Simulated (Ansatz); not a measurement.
# Structural relaxation of a frame of liquid acetonitrile from 298 K (186 atoms), part 3 of 3

How does a frame of liquid acetonitrile from 298 K (186 atoms) relax, and what do bonds, charges and levels look like afterwards?

Ansatz 0.2.0; Kohn-Sham DFT, PBE+D4, PAW (set soft_2), plane waves.

The cell: 62 C, 31 N and 93 H. The network of contacts between molecules at the start is that of the classical potential that made the cell. Sampling is at Γ alone, for a cell whose shortest periodic width is 14 Å.

So far, density (g/cm³): step 4 (structure statistics after relaxation) 0.782.

### Step 5. Single point at the relaxed geometry

The electronic structure is read at the final geometry, in a run of its own.

Input file input.yaml:

```yaml
crystal:
  lattice:
    - [13.92888, 0.0, 0.0]
    - [0.0, 13.92888, 0.0]
    - [0.0, 0.0, 13.92888]
  atoms:
    - { symbol: C, position: [0.51068, 0.6901, 0.63828] }
    - { symbol: C, position: [0.55111, 0.75813, 0.7059] }
    - { symbol: "N", position: [0.58282, 0.81242, 0.76078] }
    - { symbol: H, position: [0.51173, 0.71975, 0.56522] }
    - { symbol: H, position: [0.43602, 0.67408, 0.65836] }
    - { symbol: H, position: [0.5529, 0.62352, 0.63893] }
    - { symbol: C, position: [0.49083, 0.34993, 0.65577] }
    - { symbol: C, position: [0.41417, 0.37962, 0.71957] }
    - { symbol: "N", position: [0.35187, 0.40262, 0.77018] }
    - { symbol: H, position: [0.46146, 0.33238, 0.58461] }
    - { symbol: H, position: [0.52736, 0.28662, 0.68533] }
    - { symbol: H, position: [0.54353, 0.40802, 0.64833] }
    - { symbol: C, position: [0.28554, 0.15285, 0.75189] }
    - { symbol: C, position: [0.37287, 0.14507, 0.80773] }
    - { symbol: "N", position: [0.44272, 0.13864, 0.85296] }
    - { symbol: H, position: [0.22368, 0.13463, 0.79737] }
    - { symbol: H, position: [0.28812, 0.10328, 0.69074] }
    - { symbol: H, position: [0.27695, 0.22652, 0.72555] }
    - { symbol: C, position: [0.13691, 0.64624, 0.86518] }
    - { symbol: C, position: [0.20856, 0.65641, 0.7906] }
    - { symbol: "N", position: [0.26721, 0.66363, 0.73157] }
    - { symbol: H, position: [0.09415, 0.58128, 0.85251] }
    - { symbol: H, position: [0.08802, 0.70791, 0.86554] }
    - { symbol: H, position: [0.17188, 0.64095, 0.93581] }
    - { symbol: C, position: [0.18675, 0.08874, 0.11314] }
    - { symbol: C, position: [0.15142, 0.11016, 0.01777] }
    - { symbol: "N", position: [0.12305, 0.12837, 0.94139] }
    - { symbol: H, position: [0.2331, 0.02517, 0.11074] }
    - { symbol: H, position: [0.12617, 0.0743, 0.16178] }
    - { symbol: H, position: [0.22725, 0.15043, 0.14064] }
    - { symbol: C, position: [0.39053, 0.83428, 0.17939] }
    - { symbol: C, position: [0.45968, 0.7908, 0.11515] }
    [... 148 atom lines left out ...]
    - { symbol: C, position: [0.68295, 0.05248, 0.68667] }
    - { symbol: C, position: [0.70253, 0.13459, 0.74737] }
    - { symbol: "N", position: [0.71923, 0.20133, 0.79471] }
    - { symbol: H, position: [0.64056, 0.99836, 0.72525] }
    - { symbol: H, position: [0.75145, 0.02095, 0.66355] }
    - { symbol: H, position: [0.64388, 0.07658, 0.62248] }
kpoints:
  mp_grid: { grid: [1, 1, 1] }
hamiltonian:
  xc: pbe
  dispersion: d4
scf:
  occupations: { method: gaussian, width: 0.025 }
output:
  forces: true
  stress: true
  populations: true
  dos:
    method: { smearing: { sigma: 0.08 } }
    de: 0.1
    projected: { site_lists: { C: [C], H: [H], "N": ["N"] } }
  eigenvalues: true
  write_density: true
  write_potential: true
  volumetric_format: npy
```

Launch:

```console
> ansatz run input.yaml --threads 4 --pin off --max-ram 8192MiB --backend cpu --events-out ev --progress --plain --runs-dir out
```

Numbers of over 12 decimals in the logs are rounded to 6 here.

The log of the run:

```text
[...]
Crystal: 186 atoms, lattice volume = 2702.394 Å³
Basis set: ecut = 420 eV, 52635 PW (Γ), exchange–correlation on 192×192×192 points (8 copies of the dense FFT grid, shifted against one another)
Bands: 434, of which v1, the nominal top of the filled ones, is band 248 counted from 1 (247 counted from 0)
Symmetry: 1 space group operations
[...]
k-points: 1
[...]
SCF iter   1: F=—  HF=-28946.272262 eV  |F-HF|=—  |Δ(HF+E_count)|=         —  Δρ=2.94e-3  dr2=3.04e-1  ethr=1.77e-3  ⟨swp⟩=6.0  Hψ=1960  notcnv=0  defer=75
[...]
SCF iter  11: F=-28946.389397 eV  HF=-28946.389397 eV  |F-HF|=1.65e-8  |Δ(HF+E_count)|=   5.76e-8  Δρ=1.05e-6  dr2=4.00e-8  ethr=2.02e-11  ⟨swp⟩=18.0  Hψ=3556  notcnv=0
SCF 1 converged in 11 iterations: F = -28946.389397 eV  dr2 = 4.00e-8
[...]
WARN: The input density's exchange-correlation potential varies sharply where the density is thin. Do not read a vacuum level from v_tot or v_xc, or from such a field of the output density. On a cell that repeats whose density bears no net charge and no dipole along the vacuum's axis use v_es (v_loc + v_h of the components); [...]
SCF converged after 11 iterations
Free energy (F): -28946.389397 eV
[...]
Internal energy: -28946.389397 eV  (E = F + TS)
E sigma→0 (E₀):  -28946.389397 eV
Fermi energy:    -0.616031 eV
[...]
--- Forces (eV/Å), atoms counted from 1 ---
  atom   1  C      0.00319494     0.00343686    -0.00268957
  atom   2  C     -0.00185717    -0.00563373    -0.00554805
  atom   3  N      0.00278360     0.00391026     0.00509279
  atom   4  H      0.00037682     0.00048893     0.00027439
  atom   5  H     -0.00065775    -0.00329065     0.00101900
  atom   6  H     -0.00219479    -0.00056090     0.00126382
  atom   7  C      0.00151623    -0.00086505     0.00297567
  atom   8  C     -0.00174873    -0.00467873    -0.00064299
  atom   9  N     -0.00179026     0.00050711    -0.00090664
  atom  10  H     -0.00092603     0.00120989    -0.00076680
  atom  11  H     -0.00259267     0.00298054    -0.00025413
  atom  12  H      0.00224207     0.00044400    -0.00266258
  atom  13  C      0.00459849    -0.00069663     0.00314945
  atom  14  C      0.01057133    -0.00360072     0.00766507
[...]
atom 185  H      0.00171516     0.00138433    -0.00153543
  atom 186  H     -0.00003568    -0.00101920    -0.00002096
  max |Σ_I F_I| component: 1.25e-4 eV/Å
--- Stress (GPa, compression-positive) ---
       -0.295330      -0.012185       0.025482
       -0.012185      -0.228704      -0.011563
        0.025482      -0.011564      -0.422137
  P = ⅓ Tr σ = -0.3154 GPa (-3.154 kbar)
--- Band table (eV) ---
[...]
--- Löwdin populations: 186 sites ---
  site symbol       q [e]
     0      C      4.4881
     1      C      3.7580
     2      N      5.2352
[...]
185      H      0.7483
  spilling = 0.016139 (of n_electrons = 496.000000)
```

Elapsed: 15 s, on 4 threads of AMD EPYC 9R45, shared host; peak memory 3.4 GiB.

The program notes that the exchange-correlation potential is rough where the density is thin.

Read from the output:

* free energy: -28946.3894 eV
* free energy per atom: -155.6257 eV/atom
* SCF cycles: 11
* pressure: -0.3154 GPa
* r.m.s. force component: 0.0039 eV/Å
* longest force: 0.03365 eV/Å
* Fermi energy: -0.616 eV
* gap (highest filled to lowest empty level): 6.465 eV
* spilling of the projection: 0.01614

Löwdin charges by element and coordination (they lack the spilled electrons, 0.043 e an atom on average):

```csv
element,coordination,atoms,mean charge (e),spread,least,most
C,all,62,-0.123,0.365,-0.495,0.254
C,2,31,0.241,0.0071,0.227,0.254
C,4,31,-0.488,0.0032,-0.495,-0.481
H,all,93,0.248,0.0044,0.238,0.259
N,all,31,-0.240,0.006,-0.253,-0.231
```

States in the cell by windows of 1 eV, zero at the Fermi level; the larger projections on atomic orbitals stand beside the total:

| from (eV) | to (eV) | total | C p | N p | H s | C s | N s |
| --- | --- | --- | --- | --- | --- | --- | --- |
| -18 | -17 | 6.3 | 0.9 | 0.7 | 0.1 | 2.0 | 2.6 |
| -17 | -15 | 0.0 | 0.0 | 0.0 | 0.0 | 0.0 | 0.0 |
| -15 | -14 | 62.0 | 15.3 | 0.0 | 13.9 | 29.7 | 2.0 |
| -14 | -9 | 0.0 | 0.0 | 0.0 | 0.0 | 0.0 | 0.0 |
| -9 | -8 | 25.4 | 14.2 | 0.7 | 4.5 | 4.5 | 1.0 |
| -8 | -7 | 38.8 | 22.2 | 0.9 | 7.1 | 6.5 | 1.4 |
| -7 | -6 | 121.8 | 80.1 | 6.4 | 32.1 | 0.1 | 0.2 |
| -6 | -5 | 0.1 | 0.0 | 0.0 | 0.0 | 0.0 | 0.0 |
| -5 | -4 | 63.0 | 7.7 | 37.8 | 0.8 | 0.4 | 14.9 |
| -4 | -3 | 123.0 | 46.9 | 63.2 | 10.5 | 0.1 | 1.4 |
| -3 | 3 | 0.0 | 0.0 | 0.0 | 0.0 | 0.0 | 0.0 |
| 3 | 4 | 57.8 | 21.1 | 18.0 | 10.1 | 1.7 | 0.2 |
| 4 | 5 | 88.9 | 32.6 | 27.2 | 12.3 | 3.2 | 0.4 |

The curve was stored every 0.100 eV, coarse against its broadening of 0.08 eV, so these counts are rough.

Between -19 and -18 eV lie 56 more states.

The levels nearest the highest filled one (over half full), pooled over k-points and spins:

```
level less the highest filled one (eV)  occupation
                                -0.147           2
                                -0.146           2
                                -0.131           2
                                -0.111           2
                               -0.0685           2
                                     0           2
                                  6.46           0
                                  6.70           0
                                  6.74           0
                                  6.78           0
                                  6.80           0
                                  6.81           0
```

Electrostatic potential energy in the ac plane at fractional y = 0.239, with atoms of H and C and N within 0.2 Å of it. With pseudopotentials it is smooth inside the atoms' cores, unlike the true potential.

Ten even steps from '0' (-41 eV) to '9' (4 eV), each cell a mean:
```
999999999999999999997888889999986213799
999999999999999999987799999999986788999
999999999999999999999999999999999999999
999999999999999999999999999999999999999
678999999999999999999999998537999999987
037999999988999999999999999768999999840
035789999833899999999999999999999998751
610059999988999999999999999999999999988
731014899999999999999999999999999999999
997100699999999999999999999999999999999
999756999999999999999999999999889999999
999999999999999999999999999999999999999
999999999998999999999986689999999999999
999984377753489999999830048999999999999
999997510242489999999841158999999999999
999999610278899999999876789999999999999
999999746899999999999888889999999999999
999999989999999999999999889999999999999
999999999999999999999999999999899999999
999999999999999999999999999982127999999
999999999999999999999999999971004799999
999999999999999999999999999997300179999
999999999999999999999999889999621367999
999999999999999999999998338999985002799
```
Columns run along a (13.9 Å; values clipped at the 3rd and 97th percentile), rows up along c (13.9 Å). Atoms in or near the plane, at fractional coordinates: H at (0.28, 0.73), C at (0.00, 0.75), C at (0.06, 0.67), N at (0.11, 0.60), H at (0.63, 0.02), C at (0.60, 0.41), C at (0.87, 0.00), C at (0.82, 0.09), N at (0.77, 0.16), C at (0.21, 0.37), H at (0.15, 0.42).

Valence density in the ac plane at fractional y = 0.239, with atoms of H and C and N within 0.2 Å of it. It is the smooth field of the valence electrons, not physical close to the nuclei.

Values in e/Å³, 13 rows by 16 columns, each cell a mean:
```
0.0 0.0 0.0 0.0 0.0 0.0 0.0 0.0 0.4 0.3 0.2 0.0 0.1 1.0 0.8 0.1
0.1 0.0 0.0 0.0 0.0 0.0 0.0 0.0 0.1 0.0 0.0 0.1 0.1 0.1 0.0 0.0
0.9 0.1 0.0 0.0 0.1 0.1 0.1 0.0 0.0 0.0 0.2 1.3 0.4 0.0 0.1 0.5
1.5 0.6 0.1 0.1 0.6 0.1 0.0 0.0 0.1 0.0 0.1 0.2 0.1 0.0 0.2 1.1
1.0 2.3 0.9 0.1 0.0 0.0 0.0 0.0 0.1 0.0 0.0 0.0 0.0 0.0 0.0 0.1
0.2 1.4 1.3 0.1 0.0 0.0 0.0 0.0 0.0 0.0 0.0 0.0 0.1 0.1 0.0 0.0
0.0 0.1 0.1 0.1 0.1 0.1 0.1 0.0 0.1 0.6 0.5 0.0 0.0 0.0 0.0 0.0
0.0 0.1 0.9 1.0 1.1 0.6 0.1 0.0 0.2 1.5 0.9 0.1 0.0 0.0 0.0 0.0
0.0 0.0 0.6 1.4 0.5 0.1 0.0 0.0 0.2 0.7 0.3 0.0 0.0 0.0 0.0 0.0
0.0 0.0 0.1 0.2 0.0 0.0 0.0 0.0 0.1 0.2 0.2 0.0 0.1 0.0 0.0 0.0
0.0 0.0 0.0 0.0 0.0 0.0 0.0 0.0 0.0 0.0 0.0 0.5 2.2 0.5 0.0 0.0
0.0 0.0 0.0 0.0 0.0 0.0 0.0 0.0 0.0 0.0 0.0 0.3 2.1 1.6 0.2 0.0
0.0 0.0 0.0 0.0 0.0 0.0 0.0 0.0 0.1 0.3 0.5 0.1 0.4 1.4 1.0 0.1
```
Columns run along a (13.9 Å), rows up along c (13.9 Å). Atoms in or near the plane, at fractional coordinates: H at (0.28, 0.73), C at (0.00, 0.75), C at (0.06, 0.67), N at (0.11, 0.60), H at (0.63, 0.02), C at (0.60, 0.41), C at (0.87, 0.00), C at (0.82, 0.09), N at (0.77, 0.16), C at (0.21, 0.37), H at (0.15, 0.42).

Mean Löwdin charges: C -0.12, H +0.25, N -0.24 e (they miss 1.6 % of the electrons, so they add up to more than the cell's charge).

The surroundings of N3, picked at random, nearest first, numbered as they follow in the input and with coordinates relative to it.

```
atom      x      y      z  distance (Å)  bonds  Löwdin charge (e)
  N3   0.00   0.00   0.00          0.00      1              -0.24
  C2  -0.44  -0.76  -0.76          1.16      2               0.24
H180   0.00   1.50   2.09          2.57      1               0.24
H160   1.77  -0.70   1.74          2.58      1               0.25
  C1  -1.00  -1.70  -1.71          2.61      4              -0.49
H184   0.80   2.59  -0.49          2.76      1               0.24
H126  -2.56   0.06   1.45          2.94      1               0.24
  H5  -2.04  -1.93  -1.43          3.15      1               0.25
  H6  -0.42  -2.63  -1.70          3.16      1               0.25
  H4  -0.99  -1.29  -2.72          3.17      1               0.25
```

The column of bonds counts only the pairs H-C within 1.34 Å, C-C within 1.82 Å, C-N within 1.62 Å; other neighbours, such as metal atoms beside each other in a compound, aren't counted, and periodic images can show an atom twice.

### Step 6. Changed: basis.ecutrho_ratio = 12

Changed here: basis.ecutrho_ratio = 12.

input.yaml, the sections that differ from step 5:

```yaml
crystal:
  lattice:
    - [13.92888, 0.0, 0.0]
    - [0.0, 13.92888, 0.0]
    - [0.0, 0.0, 13.92888]
  atoms:
    [... the 186 atom lines of step 2 ...]
output:
  forces: true
  stress: true
  populations: intrinsic
  dos:
    method: { smearing: { sigma: 0.08 } }
    de: 0.1
    projected: { site_lists: { C: [C], H: [H], "N": ["N"] } }
  eigenvalues: true
basis:
  ecutrho_ratio: 12
# kpoints, hamiltonian, scf: as in step 5
```

The log of the run:

```text
[...]
Crystal: 186 atoms, lattice volume = 2702.394 Å³
Basis set: ecut = 420 eV, 52635 PW (Γ), exchange–correlation on 324×324×324 points (8 copies of the dense FFT grid, shifted against one another)
Bands: 434, of which v1, the nominal top of the filled ones, is band 248 counted from 1 (247 counted from 0)
Symmetry: 1 space group operations
[...]
k-points: 1
[...]
SCF iter   1: F=—  HF=-28938.493129 eV  |F-HF|=—  |Δ(HF+E_count)|=         —  Δρ=3.43e-3  dr2=4.86e-1  ethr=1.77e-3  ⟨swp⟩=6.0  Hψ=1966  notcnv=0  defer=71
[...]
SCF iter  10: F=—  HF=-28938.526402 eV  |F-HF|=—  |Δ(HF+E_count)|=   6.97e-8  Δρ=2.35e-6  dr2=1.95e-7  ethr=1.54e-10  ⟨swp⟩=2.0  Hψ=499  notcnv=0  defer=182
SCF iter  11: F=-28938.526402 eV  HF=-28938.526402 eV  |F-HF|=7.53e-8  |Δ(HF+E_count)|=   1.35e-8  Δρ=1.65e-6  dr2=9.17e-8  ethr=2.02e-11  ⟨swp⟩=14.0  Hψ=2783  notcnv=0
SCF 1 converged in 11 iterations: F = -28938.526402 eV  dr2 = 9.17e-8
[...]
SCF converged after 11 iterations
Free energy (F): -28938.526402 eV
[...]
Internal energy: -28938.526402 eV  (E = F + TS)
E sigma→0 (E₀):  -28938.526402 eV
Fermi energy:    -0.678266 eV
[...]
Σ components = -28938.526402   (vs F -28938.526402, Δ=0.00e0)
--- Forces (eV/Å), atoms counted from 1 ---
  atom   1  C      0.83083697    -0.35711603     1.15388381
  atom   2  C     -0.25579328    -1.08939389    -0.29420035
  atom   3  N      0.08242154     0.19368710    -0.29755637
  atom   4  H     -0.10588987     0.51134984    -0.77091110
[...]
atom 186  H      0.35341043    -0.63266277     0.49953436
  max |Σ_I F_I| component: 1.08e-4 eV/Å
--- Stress (GPa, compression-positive) ---
        0.303319      -0.217633      -0.500692
       -0.217633       0.554103       0.308433
       -0.500692       0.308433      -0.094768
  P = ⅓ Tr σ = 0.2542 GPa (2.542 kbar)
--- Band table (eV) ---
[...]
--- intrinsic populations: 186 sites ---
  site symbol       q [e]
     0      C      4.5627
     1      C      3.8284
     2      N      5.2917
[...]
185      H      0.7821
  spilling = -0.000000 (of n_electrons = 496.000000)
```

Wall time 20 s (4 threads); peak memory 6.4 GiB.

Geometry and reference: those of the single point at the start.

Forces differ from those of the single point at the start by 0.003 meV/Å r.m.s., 3.0e-4 % of their size. It took 1.3 times the reference's time (shared host, so rough).

### Step 7. What came out

```yaml
energy_change_in_the_relaxation: -42.28 meV/atom
r_m_s_displacement: 1.111 Å
largest_displacement: 2.609 Å
free_energy_per_atom: -155.6257 eV/atom
pressure: -0.3154 GPa
r_m_s_force_component: 0.0039 eV/Å
spacing_of_highest_filled_and_lowest_empty_level: 6.465 eV
wall_time_of_the_4_dft_runs: 7.9 min
```

What this shows: Relaxation lowers the energy by 42.3 meV/atom and moves atoms by 1.1 Å r.m.s.; the r.m.s. force component goes from 0.98 to 0.0039 eV/Å, the pressure goes from 0.25 to -0.32 GPa, and the gap from 5.85 to 6.46 eV. By the final cutoffs no bond was broken or made. From the first step to the last the energy fell by 7.864 eV, and the largest move was 2.61 Å (H149). The C-C bonds go from 1.454 Å (spread 0.025) to 1.449 Å (spread 0.001). Counting bonds as in the table, 50 % of C atoms have 2 and as many 4, all H atoms have 1 and all N atoms have 1 bonded neighbour. Between filled and empty levels lie 6.46 eV (at Γ alone); a semilocal functional tends to put such gaps too low. In a disordered cell it changes from sample to sample and from frame to frame.

**Limits.** The network of contacts between molecules at the start is that of the classical potential that made the cell; in DFT atoms moved by 1.1 Å r.m.s.

[Logs are printed without paths, hosts, clocks, repeated set-up lines and the standing remarks that a program may print on its own settings, such as how far it seeks lower states.]

[Hosts, paths, dates, database ids (printed as entryN), source tags and the programs' standing remarks are cut or masked in the printed files.]
